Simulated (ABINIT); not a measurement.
# RbTaS3 (Pm-3m): from the cell to the phonon bands, part 2 of 7

How does RbTaS3 (Pm-3m) vibrate, and is this structure a minimum?

ABINIT 10.8.3; DFT PBEsol, scalar-relativistic, plane waves, PseudoDojo norm-conserving pseudopotentials.

So far. Step 4 (Relaxing the cell and atoms): The volume changes by +0.6 % in this run and stands -2.2 % from the first cell. The relaxed cell has a = 4.824 Å (conventional setting).

The structure was built from a prototype and need not be the compound's stable phase.

**6. Linear response at Γ**

At q = 0 one unit cell holds all displacements. The response is solved for single atoms along the cell's directions, and symmetry skips those that follow from others. The crystal is treated as a metal, which screens a static field, so no field response is asked.

dfpt_gamma.abi

```

# common to the responses
getwfk_filepath "gso_WFK"
kptopt 2
nqpt 1
qpt 0.0 0.0 0.0
asr 0
chneut 0

# displacements
rfphon 1
rfatpol 1 5
rfdir 1 1 1
tolvrs 1.0d-10
prtwf 0

# basis, mesh and filling
ecut 25.0
ngkpt 6 6 6
nshiftk 1
shiftk 0.0 0.0 0.0
istwfk *1
occopt 7
tsmear 0.01
nband 29
nstep 100
diemac 1000000.0
prtebands 0
prtgsr 0
useylm 1

# cell and atoms
acell 9.116691184 9.116691184 9.116691184
rprim 
    1.0 0.0 0.0
    0.0 1.0 0.0
    0.0 0.0 1.0
ntypat 3
znucl 37 73 16
natom 5
typat 1 2 3 3 3
xred 
    0.0 0.0 0.0
    0.5 0.5 0.5
    0.5 0.5 0.0
    0.5 0.0 0.5
    0.0 0.5 0.5
pp_dirpath "./pseudo"
pseudos "Rb.upf, Ta.upf, S.upf"
```

Command:

```
> OMP_NUM_THREADS=1 mpirun -n 4 abinit dfpt_gamma.abi > dfpt_gamma.log
```

Numbers of over 12 decimals in the logs are rounded to 6 here.

dfpt_gamma.abo, the main output file:

```text
[banners, grids, parts of the stress and lines that vanish by symmetry left out]
- input  file    -> dfpt_gamma.abi
- output file    -> dfpt_gamma.abo
- root for input  files -> dfpt_gammai
- root for output files -> dfpt_gammao

 Symmetries : space group Pm -3 m (#221); Bravais cP (primitive cubic)
================================================================================
 Values of the parameters that define the memory need of the present run (RF).
     intxc =       0      iscf =       7    lmnmax =      32     lnmax =       8
     mgfft =      45  mpssoang =       4    mqgrid =    3001     natom =       5
  nloc_mem =       1    nspden =       1   nspinor =       1    nsppol =       1
      nsym =      48    n1xccc =    2501    ntypat =       3    occopt =       7
   xclevel =       2
-    mband =          29        mffmem =           1         mkmem =          28
-   mkqmem =          28        mk1mem =          28           mpw =        4632
      nfft =       91125          nkpt =         112
- my_mband =          29
================================================================================
================================================================================

--------------------------------------------------------------------------------
------------- Echo of variables that govern the present computation ------------
--------------------------------------------------------------------------------
-
- outvars: echo of selected default values
-   iomode0 =  0 , fftalg0 =312 , wfoptalg0 =  0
-
- outvars: echo of global parameters not present in the input file
-  max_nthreads =    1
-
 -outvars: echo values of preprocessed input variables
 [... echo left out ...]
================================================================================

 chkinp: Checking input parameters for consistency.

[...]
== DATASET  1 ==================================================================
-   mpi_nproc: 4, omp_nthreads: 1 (-1 if OMP is not activated)

--- !DatasetInfo
iteration_state: {dtset: 1, }
dimensions: {natom: 5, nkpt: 112, mband: 29, nsppol: 1, nspinor: 1, nspden: 1, mpw: 4632, }
cutoff_energies: {ecut:  25.0, pawecutdg:  -1.0, }
electrons: {nelect:   4.00000000E+01, charge:   0.00000000E+00, occopt:   7.00000000E+00, tsmear:   1.00000000E-02, }
meta: {optdriver: 1, rfphon: 1, }
...

 mkfilename: getwfk from: gso_WFK

 Real(R)+Recip(G) space primitive vectors, cartesian coordinates (Bohr,Bohr^-1):
 R(1)=  9.1166912  0.0000000  0.0000000  G(1)=  0.1096889  0.0000000  0.0000000
 R(2)=  0.0000000  9.1166912  0.0000000  G(2)=  0.0000000  0.1096889  0.0000000
 R(3)=  0.0000000  0.0000000  9.1166912  G(3)=  0.0000000  0.0000000  0.1096889
 Unit cell volume ucvol=  7.5772520E+02 bohr^3
 Angles (23,13,12)=  9.00000000E+01  9.00000000E+01  9.00000000E+01 degrees
 setup1 : take into account q-point for computing boxcut.

 getcut: wavevector=  0.0000  0.0000  0.0000  ngfft=  45  45  45
         ecut(hartree)=     25.000   => boxcut(ratio)=   2.14427

--- Pseudopotential description ------------------------------------------------
- pspini: atom type   1  psp file is ./pseudo/Rb.upf

- pspini: atom type   2  psp file is ./pseudo/Ta.upf

- pspini: atom type   3  psp file is ./pseudo/S.upf

   3.29388149E+03                                ecore*ucvol(ha*bohr**3)
--------------------------------------------------------------------------------

 ==>  initialize data related to q vector <==

 The list of irreducible perturbations for this q vector is:
    1)    idir= 1    ipert=   1
    2)    idir= 1    ipert=   2
    3)    idir= 1    ipert=   3
    4)    idir= 3    ipert=   3

[...]
The perturbation idir=   2  ipert=   1 is
 symmetric of a previously calculated perturbation.
 So, its SCF calculation is not needed.

 The perturbation idir=   3  ipert=   1 is
 symmetric of a previously calculated perturbation.
 So, its SCF calculation is not needed.

 The perturbation idir=   2  ipert=   2 is
 symmetric of a previously calculated perturbation.
 So, its SCF calculation is not needed.

 The perturbation idir=   3  ipert=   2 is
 symmetric of a previously calculated perturbation.
 So, its SCF calculation is not needed.

[...]
The perturbation idir=   2  ipert=   5 is
 symmetric of a previously calculated perturbation.
 So, its SCF calculation is not needed.

 The perturbation idir=   3  ipert=   5 is
 symmetric of a previously calculated perturbation.
 So, its SCF calculation is not needed.

--------------------------------------------------------------------------------
 Perturbation wavevector (in red.coord.)   0.000000  0.000000  0.000000
 Perturbation : displacement of atom   1   along direction   1
 Found     8 symmetries that leave the perturbation invariant.

[...]
dfpt_looppert : total number of electrons, from k and k+q
  fully or partially occupied states are    4.000000E+01 and    4.000000E+01.
 Initialisation of the first-order wave-functions :
  ireadwf=   0

--- !BeginCycle
iteration_state: {dtset: 1, }
solver: {iscf: 7, nstep: 100, nline: 4, wfoptalg: 0, }
tolerances: {tolvrs: 1.00E-10, }
...

     iter   2DEtotal(Ha)        deltaE(Ha) residm    vres2
-ETOT  1   2.859003     -1.537E+03 6.585E+00 9.218E+02
 ETOT  2   1.709002     -1.150E+00 1.986E-01 8.090E+01
 ETOT  3   1.667320     -4.168E-02 2.877E-02 8.361E+00
 ETOT  4   1.665771     -1.549E-03 7.268E-03 5.151E-01
 ETOT  5   1.665686     -8.495E-05 4.081E-03 3.540E-02
[...]
At SCF step   12       vres2   =  5.70E-11 < tolvrs=  1.00E-10 =>converged.
[...]
Mean square residual over all n,k,spin=   18.621E-09; max=  11.415E-06

 Thirteen components of 2nd-order total energy (hartree) are
 1,2,3: 0th-order hamiltonian combined with 1st-order wavefunctions
     kin0=   1.17557340E+03 eigvalue=   1.17998597E+02  local=  -5.55689953E+02
 4,5,6: 1st-order hamiltonian combined with 1st and 0th-order wfs
 loc psp =  -1.22685566E+03  Hartree=   4.41287318E+02     xc=  -1.14375278E+02
 note that "loc psp" includes a xc core correction that could be resolved
 7,8,9: eventually, occupation + non-local contributions
    edocc=   6.54877160E+01     enl0=   4.07980904E+02   enl1=  -1.84966976E+03
 1-9 gives the relaxation energy (to be shifted if some occ is /=2.0)
   erelax=  -1.53826271E+03
 10,11,12 Non-relaxation  contributions : frozen-wavefunctions and Ewald
 fr.local=   5.07428958E+02 fr.nonlo=   9.26761480E+02  Ewald=   1.28190419E+02
 13,14 Frozen wf xc core corrections (1) and (2)
 frxc 1  =  -2.23668009E+02  frxc 2 =   2.01215537E+02
 Resulting in :
 2DEtotal=    0.1665677604E+01 Ha. Also 2DEtotal=    0.453253966332E+02 eV
    (2DErelax=   -1.5382627077E+03 Ha. 2DEnonrelax=    1.5399283853E+03 Ha)
    (  non-var. 2DEtotal :    1.6656783543E+00 Ha)

[...]
Perturbation wavevector (in red.coord.)   0.000000  0.000000  0.000000
 Perturbation : displacement of atom   2   along direction   1
 Found     8 symmetries that leave the perturbation invariant.

[...]
dfpt_looppert : total number of electrons, from k and k+q
  fully or partially occupied states are    4.000000E+01 and    4.000000E+01.
 Initialisation of the first-order wave-functions :
  ireadwf=   0

--- !BeginCycle
iteration_state: {dtset: 1, }
solver: {iscf: 7, nstep: 100, nline: 4, wfoptalg: 0, }
tolerances: {tolvrs: 1.00E-10, }
...

     iter   2DEtotal(Ha)        deltaE(Ha) residm    vres2
-ETOT  1   8.616637     -3.827E+03 1.117E+01 1.239E+04
[...]
At SCF step   13       vres2   =  5.30E-12 < tolvrs=  1.00E-10 =>converged.
[...]
Mean square residual over all n,k,spin=   12.857E-09; max=  69.984E-07

 Thirteen components of 2nd-order total energy (hartree) are
 1,2,3: 0th-order hamiltonian combined with 1st-order wavefunctions
     kin0=   2.18701317E+03 eigvalue=   4.69957780E+02  local=  -1.67784017E+03
 4,5,6: 1st-order hamiltonian combined with 1st and 0th-order wfs
 loc psp =  -5.46827959E+03  Hartree=   1.37601273E+03     xc=  -2.25783889E+02
 note that "loc psp" includes a xc core correction that could be resolved
 7,8,9: eventually, occupation + non-local contributions
    edocc=   5.78196370E+02     enl0=   1.12493811E+03   enl1=  -2.19670863E+03
 1-9 gives the relaxation energy (to be shifted if some occ is /=2.0)
   erelax=  -3.83249411E+03
 10,11,12 Non-relaxation  contributions : frozen-wavefunctions and Ewald
 fr.local=   2.47733097E+03 fr.nonlo=   1.10228514E+03  Ewald=   1.61271818E+02
 13,14 Frozen wf xc core corrections (1) and (2)
 frxc 1  =  -3.66221375E+02  frxc 2 =   4.60962964E+02
 Resulting in :
 2DEtotal=    0.3135408689E+01 Ha. Also 2DEtotal=    0.853188168665E+02 eV
    (2DErelax=   -3.8324941112E+03 Ha. 2DEnonrelax=    3.8356295199E+03 Ha)
    (  non-var. 2DEtotal :    3.1354104571E+00 Ha)

[...]
Perturbation wavevector (in red.coord.)   0.000000  0.000000  0.000000
 Perturbation : displacement of atom   3   along direction   1
 Found     4 symmetries that leave the perturbation invariant.

[...]
dfpt_looppert : total number of electrons, from k and k+q
  fully or partially occupied states are    4.000000E+01 and    4.000000E+01.
 Initialisation of the first-order wave-functions :
  ireadwf=   0

--- !BeginCycle
iteration_state: {dtset: 1, }
solver: {iscf: 7, nstep: 100, nline: 4, wfoptalg: 0, }
tolerances: {tolvrs: 1.00E-10, }
...

     iter   2DEtotal(Ha)        deltaE(Ha) residm    vres2
-ETOT  1   3.252088     -5.910E+02 5.082E+00 4.592E+02
[...]
At SCF step   12       vres2   =  7.18E-11 < tolvrs=  1.00E-10 =>converged.
[...]
Mean square residual over all n,k,spin=   53.376E-09; max=  31.858E-06

 Thirteen components of 2nd-order total energy (hartree) are
 1,2,3: 0th-order hamiltonian combined with 1st-order wavefunctions
     kin0=   5.32317710E+02 eigvalue=  -9.03811102E+00  local=  -3.76007299E+02
 4,5,6: 1st-order hamiltonian combined with 1st and 0th-order wfs
 loc psp =  -4.48741367E+02  Hartree=   1.63359544E+02     xc=  -4.57843655E+01
 note that "loc psp" includes a xc core correction that could be resolved
 7,8,9: eventually, occupation + non-local contributions
    edocc=   2.45778950E+01     enl0=   3.02186731E+02   enl1=  -7.34482842E+02
 1-9 gives the relaxation energy (to be shifted if some occ is /=2.0)
   erelax=  -5.91612105E+02
 10,11,12 Non-relaxation  contributions : frozen-wavefunctions and Ewald
 fr.local=   2.62910391E+02 fr.nonlo=   3.71678375E+02  Ewald=  -2.63995789E+01
 13,14 Frozen wf xc core corrections (1) and (2)
 frxc 1  =  -7.11932860E+01  frxc 2 =   5.72830165E+01
 Resulting in :
 2DEtotal=    0.2666812787E+01 Ha. Also 2DEtotal=    0.725676727886E+02 eV
    (2DErelax=   -5.9161210470E+02 Ha. 2DEnonrelax=    5.9427891749E+02 Ha)
    (  non-var. 2DEtotal :    2.6668132204E+00 Ha)

[...]
Perturbation wavevector (in red.coord.)   0.000000  0.000000  0.000000
 Perturbation : displacement of atom   3   along direction   3
 Found     8 symmetries that leave the perturbation invariant.

--------------------------------------------------------------------------------

--------------------------------------------------------------------------------

 dfpt_looppert : total number of electrons, from k and k+q
  fully or partially occupied states are    4.000000E+01 and    4.000000E+01.
 Initialisation of the first-order wave-functions :
  ireadwf=   0

--- !BeginCycle
iteration_state: {dtset: 1, }
solver: {iscf: 7, nstep: 100, nline: 4, wfoptalg: 0, }
tolerances: {tolvrs: 1.00E-10, }
...

     iter   2DEtotal(Ha)        deltaE(Ha) residm    vres2
-ETOT  1   15.288870043522     -6.182E+02 3.424E+00 1.739E+04
[...]
ETOT 11   9.088585     -1.580E-11 7.972E-05 1.887E-09
 ETOT 12   9.088585     -4.275E-11 2.280E-05 2.625E-11

 At SCF step   12       vres2   =  2.63E-11 < tolvrs=  1.00E-10 =>converged.
[...]
Mean square residual over all n,k,spin=   39.837E-09; max=  22.803E-06

 Thirteen components of 2nd-order total energy (hartree) are
 1,2,3: 0th-order hamiltonian combined with 1st-order wavefunctions
     kin0=   5.42331179E+02 eigvalue=  -1.31859666E+00  local=  -3.83411601E+02
 4,5,6: 1st-order hamiltonian combined with 1st and 0th-order wfs
 loc psp =  -4.74801048E+02  Hartree=   1.93326628E+02     xc=  -4.71489687E+01
 note that "loc psp" includes a xc core correction that could be resolved
 7,8,9: eventually, occupation + non-local contributions
    edocc=   4.05062547E+01     enl0=   2.80097292E+02   enl1=  -7.73963325E+02
 1-9 gives the relaxation energy (to be shifted if some occ is /=2.0)
   erelax=  -6.24382186E+02
 10,11,12 Non-relaxation  contributions : frozen-wavefunctions and Ewald
 fr.local=  -8.61391877E+01 fr.nonlo=   4.00974045E+02  Ewald=   3.33991046E+02
 13,14 Frozen wf xc core corrections (1) and (2)
 frxc 1  =  -7.06946414E+01  frxc 2 =   5.53395098E+01
 Resulting in :
 2DEtotal=    0.9088585361E+01 Ha. Also 2DEtotal=    0.247313006688E+03 eV
    (2DErelax=   -6.2438218634E+02 Ha. 2DEnonrelax=    6.3347077170E+02 Ha)
    (  non-var. 2DEtotal :    9.0885854234E+00 Ha)

[...]
---- first-order wavefunction calculations are completed ----

 ==> Compute Derivative Database <==

 [... matrices left out ...]
  Phonon wavevector (reduced coordinates) :  0.00000  0.00000  0.00000
 Phonon energies in Hartree :
  -1.943103E-05 -1.943103E-05 -1.943103E-05  3.306164E-04  3.306164E-04
   3.306164E-04  5.815839E-04  5.815839E-04  5.815839E-04  6.927679E-04
   6.927679E-04  6.927679E-04  1.511460E-03  1.511460E-03  1.511460E-03
 Phonon frequencies in cm-1    :
- -4.264618E+00 -4.264618E+00 -4.264618E+00  7.256191E+01  7.256191E+01
-  7.256191E+01  1.276429E+02  1.276429E+02  1.276429E+02  1.520450E+02
-  1.520450E+02  1.520450E+02  3.317271E+02  3.317271E+02  3.317271E+02

== END DATASET(S) ==============================================================
================================================================================

 -outvars: echo values of variables after computation
            acell      9.1166911840E+00  9.1166911840E+00  9.1166911840E+00 Bohr
           etotal      9.0885853610E+00
            fcart      0.0000000000E+00  0.0000000000E+00  0.0000000000E+00
           strten      0.0000000000E+00  0.0000000000E+00  0.0000000000E+00
================================================================================
```

Run time: 5.7 min. Hardware: 4 MPI ranks of Arm Neoverse V2, shared host.

Numbers from this step:

```
largest acoustic frequency at the zone centre before the sum rule : -4.26 cm⁻¹
highest optical zone-centre mode (no LO-TO term)                  : 331.7 cm⁻¹
lowest optical zone-centre mode                                   : 72.56 cm⁻¹
```

The acoustic modes at Γ come out as far as 4.3 cm⁻¹ from zero, where they should vanish, a small numerical error.

[end of part 2 of 7]

[Host names and launcher messages were left out of these logs when they were recorded.]

[Logs are printed without paths, hosts, clocks, repeated set-up lines and the standing remarks that a program may print on its own settings, such as how far it seeks lower states.]

[Hosts, paths, dates, database ids (printed as entryN), source tags and the programs' standing remarks are cut or masked in the printed files.]
